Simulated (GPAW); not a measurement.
# Ballistic transport through an Al chain with two Li atoms in line, from relaxation to T(E), part 2 of 2

How well does an Al chain with two Li atoms in line conduct once its atoms have relaxed, and how much do cheaper levels lose?

GPAW 26.7.0; GPAW LCAO, PAW setups; relaxation of the junction within the symmetry of its start, lead ends held (the session's first sound run).

So far, transmission at the Fermi level (one spin): step 3 (GPAW, dzp, PBE, GPAW) 0.00109; step 4 (basis szp(dzp), PBE, GPAW) 0.00121; step 5 (basis sz(dzp), PBE, GPAW) 1.0e-5; step 6 (LDA) 0.00126. Also open channels of the lead at the Fermi level (one spin): step 3 2; step 4 2.

## 7. The structure as built: geometry = "as built"

The dzp basis with PBE on the structure as first built shows what the relaxation was worth.

run.py

```python
import json
import numpy as np
from ase import Atoms
from ase.transport.calculators import TransportCalculator
from gpaw import GPAW, FermiDirac
from gpaw.lcao.tools import get_lcao_hamiltonian
from scipy.linalg import eigh

# The junction with lead layers at both ends, along the third cell vector
device = Atoms(
    ['Al', 'Al', 'Al', 'Al', 'Al', 'Al', 'Al', 'Li', 'Li', 'Al', 'Al', 'Al', 'Al', 'Al', 'Al', 'Al'],
    positions=[
        [4.50000, 4.50000, 1.20000],
        [4.50000, 4.50000, 3.60000],
        [4.50000, 4.50000, 6.00000],
        [4.50000, 4.50000, 8.40000],
        [4.50000, 4.50000, 10.80000],
        [4.50000, 4.50000, 13.20000],
        [4.50000, 4.50000, 15.60000],
        [4.50000, 4.50000, 18.21830],
        [4.50000, 4.50000, 21.16830],
        [4.50000, 4.50000, 23.78660],
        [4.50000, 4.50000, 26.18660],
        [4.50000, 4.50000, 28.58660],
        [4.50000, 4.50000, 30.98660],
        [4.50000, 4.50000, 33.38660],
        [4.50000, 4.50000, 35.78660],
        [4.50000, 4.50000, 38.18660]],
    cell=[[9.0, 0.0, 0.0], [0.0, 9.0, 0.0], [0.0, 0.0, 39.3866]],
    pbc=True)

# One principal layer of the lead: the first 4 atoms of the device
lead = Atoms(
    ['Al', 'Al', 'Al', 'Al'],
    positions=[
        [4.50000, 4.50000, 1.20000],
        [4.50000, 4.50000, 3.60000],
        [4.50000, 4.50000, 6.00000],
        [4.50000, 4.50000, 8.40000]],
    cell=[[9.0, 0.0, 0.0], [0.0, 9.0, 0.0], [0.0, 0.0, 9.6]],
    pbc=True)

settings = dict(mode='lcao', basis='dzp', xc='PBE', h=0.2,
                occupations=FermiDirac(0.1), maxiter=250,
                mixer=dict(beta=0.1, nmaxold=8, weight=100.0),
                convergence=dict(density=0.0001))
energies = np.arange(-2, 2 + 1e-9, 0.025)
eta = 0.0001
n1, n2 = 1, 1
# k and -k transmit alike, so half of the mesh across the current serves
mesh = [(i, j) for i in range(n1) for j in range(n2) if (i, j) <= (-i % n1, -j % n2)]
weights = np.array([1 if (i, j) == (-i % n1, -j % n2) else 2 for i, j in mesh]) / (n1 * n2)

# [... helper functions left out ...]
fermi_lead = ground_state(lead, (1, 1, 12), 'lead.txt')
fermi_device = ground_state(device, (1, 1, 2), 'device.txt')
# [... loop over the mesh left out, but for ...]
        # Shift the lead onto the potential of the device's first layer
        shift = ((H[:, 0, 0] - H0[:, 0, 0]) / S0[0, 0]).real.mean()
# [...]
kT = 8.617333e-5 * 300
bias = [0.1, 0.2, 0.5, 1.0, 1.5, 2.0]
# [... integrals and printing left out ...]
```

Command:

```sh
> OMP_NUM_THREADS=1 OPENBLAS_NUM_THREADS=1 python run.py
```

It took 1.9 min on 1 thread of Arm Neoverse N1, shared host; peak memory 1.2 GiB.

This step gave:

```yaml
conductance: 6.30e-4 G₀
thermopower: -15.51 μV/K
largest_coupling_past_the_next_principal_layer: 1.42e-15 eV
largest_misfit_of_the_first_principal_layer: 0.01230 eV
shift_that_aligns_the_lead: 0.004359 eV
transmission_at_the_fermi_level_one_spin: 6.45e-4
```

One spin. The transmission, zone mean by energy, zero at the Fermi level:

```
energy (eV)  transmission, zone mean
     -2.000                   3.6e-4
     -1.800                   7.8e-4
     -1.600                  0.00166
     -1.400                  0.00293
     -1.200                   1.7e-8
     -1.000                  8.1e-10
     -0.800                  8.6e-12
     -0.600                  2.1e-12
     -0.400                  8.4e-12
     -0.200                   2.2e-4
      0.000                   6.4e-4
      0.200                   7.0e-4
      0.400                   6.6e-4
      0.600                   7.6e-4
      0.800                   9.7e-4
      1.000                  0.00402
      1.200                   0.0113
      1.400                   0.0188
      1.600                   0.0276
      1.800                   0.0385
      2.000                   0.0523
```

The conductance, 6.3e-4 G₀, lies 41 % below that of the dzp run.

## 8. All levels side by side

Times are for 1 thread of Arm Neoverse N1, shared host. Results by setting:

```
no.      run  conductance (G₀)     time  memory (GiB)
  1      dzp          0.001066  1.9 min           1.2
  2      szp          0.001183     95 s           1.2
  3       sz           1.01e-5     57 s           1.1
  4  dzp LDA          0.001237     98 s           1.2
  5  asbuilt           6.30e-4  1.9 min           1.2
```

## 9. Comparison

The curves are compared point by point over the common energies.

This step: comparison of transmission and cost over codes, levels and geometry (GPAW 26.7.0).

Ladder, by row:

```
   step  code  T at the Fermi level (sum over the listed spins)  conductance (G0)  r.m.s. T(E) from the first  wall time (s)  peak memory (GiB)  threads
    dzp  GPAW                                          0.001087          0.001066                           0          116.9               1.23        1
    szp  GPAW                                          0.001207          0.001183                    0.001981          95.22                1.2        1
     sz  GPAW                                           1.03e-5           1.01e-5                     0.06218          56.76                1.1        1
dzp-LDA  GPAW                                          0.001261          0.001237                    0.003571          98.26               1.23        1
asbuilt  GPAW                                           6.45e-4           6.30e-4                     0.00568          113.7               1.23        1
```

Transmission, zone mean, sum over the listed spins against energy, zero at the Fermi level:

```
energy (eV)      dzp      szp       sz  dzp-LDA  asbuilt
    -2.0000   4.1e-4   3.2e-4  0.00628   2.9e-4   3.6e-4
    -1.7500  0.00110   7.6e-4  0.00387   8.2e-4   9.4e-4
    -1.5000  0.00303  0.00155   4.5e-8  0.00236  0.00235
    -1.2500   2.1e-8   3.8e-8  6.6e-11   1.7e-8   7.6e-9
    -1.0000  2.8e-10  3.9e-11  2.4e-12  3.8e-10  8.1e-10
    -0.7500  4.0e-12  1.2e-12  6.8e-13  4.5e-12  5.1e-12
    -0.5000  1.5e-12  4.2e-13  6.3e-13  1.7e-12  1.7e-12
    -0.2500   1.8e-4   2.0e-4   3.0e-6   2.1e-4   1.3e-4
     0.0000  0.00109  0.00121   1.0e-5  0.00126   6.4e-4
     0.2500  0.00134  0.00137   8.7e-6  0.00156   6.8e-4
     0.5000  0.00150  0.00142   6.6e-6  0.00171   6.9e-4
     0.7500  0.00198  0.00182   0.0232  0.00225   9.1e-4
     1.0000  0.00641   0.0121   0.0617   0.0117  0.00402
     1.2500   0.0193   0.0221   0.0989   0.0250   0.0131
     1.5000   0.0332   0.0336    0.142   0.0397   0.0230
     1.7500   0.0498   0.0478    0.196   0.0574   0.0355
     2.0000   0.0701   0.0655    0.264   0.0793   0.0523
```

## 10. A varied run

One more run, with changed settings.

This step: GPAW LCAO, PAW setups; Landauer transmission from Green's functions with principal layers (ASE), zero bias (GPAW 26.7.0).

Changes to run.py since step 7:

```diff
@@ -18,6 +18,6 @@
         [4.50000, 4.50000, 13.20000],
-        [4.50000, 4.50000, 15.60000],
-        [4.50000, 4.50000, 18.21830],
-        [4.50000, 4.50000, 21.16830],
-        [4.50000, 4.50000, 23.78660],
+        [4.50000, 4.50000, 15.67622],
+        [4.50000, 4.50000, 18.28422],
+        [4.50000, 4.50000, 21.10238],
+        [4.50000, 4.50000, 23.71038],
         [4.50000, 4.50000, 26.18660],
@@ -43,3 +43,3 @@
 settings = dict(mode='lcao', basis='dzp', xc='PBE', h=0.2,
-                occupations=FermiDirac(0.1), maxiter=250,
+                occupations=FermiDirac(0.1), maxiter=100,
                 mixer=dict(beta=0.1, nmaxold=8, weight=100.0),
@@ -47,3 +47,3 @@
 energies = np.arange(-2, 2 + 1e-9, 0.025)
-eta = 0.0001
+eta = 0.5
 n1, n2 = 1, 1
```

Elapsed: 1.9 min, on 1 thread; peak memory 1.2 GiB.

The run finished. A setting was moved off its sound value on purpose, so it serves as a test and not as the result.

The fault put into the input: a broadening of tenths of an eV (eta = 0.5).

Side by side:

```
                                  quantity  this run  sound run  difference
                          conductance (G₀)  1.635e-5  0.0010657    -0.00105
                        thermopower (μV/K)    1.7095    -20.244        22.0
transmission at the Fermi level (one spin)  1.635e-5  0.0010868    -0.00107
```

The thermopower changes sign: 1.71 μV/K against -20.2 μV/K.

## 11. Results

| Property | Result |
| --- | --- |
| conductance | 0.00107 G₀ |
| transmission at the Fermi level, mean of the spins | 0.00109 |
| thermopower | -20.2 μV/K |
| open channels of the lead there | 2 |

**Reading.** In the dzp basis the junction conducts 0.00107 G₀ at 300 K, with T = 0.00109 a spin at the Fermi level; no smaller basis tried comes within 10 % of that conductance. Relaxation moved atoms by up to 0.076 Å and took the conductance from 6.3e-4 to 0.00107 G₀, as a ratio a smaller change than the step from dzp to the minimal basis. The junction is in the tunnelling regime at the Fermi level. The negative thermopower says that the thermally weighted transmission is larger above the Fermi level, as for electron-like transport. Measured against the first run (dzp), the nearest curve is that of szp (r.m.s. 0.0020) and the farthest that of sz (0.062). Over the compared runs wall time goes from 57 s (sz) to 117 s (dzp), on a shared host. The leads kept an estimated spacing and the cell its length, so the junction may be under some tension or compression. The geometry comes from the orbital basis, which tends to overbind, and kept the symmetry of the start, so a structure of lower symmetry may lie lower. An evenly spaced straight chain is an idealisation: free chains tend to dimerise, zigzag or, where a band edge lies near the Fermi level, turn magnetic. The currents use the zero-bias T(E) throughout, which holds only while the bias is small against the distance to the nearest feature.

[Logs are printed without paths, hosts, clocks, repeated set-up lines and the standing remarks that a program may print on its own settings, such as how far it seeks lower states.]

[Hosts, paths, dates, database ids (printed as entryN), source tags and the programs' standing remarks are cut or masked in the printed files.]
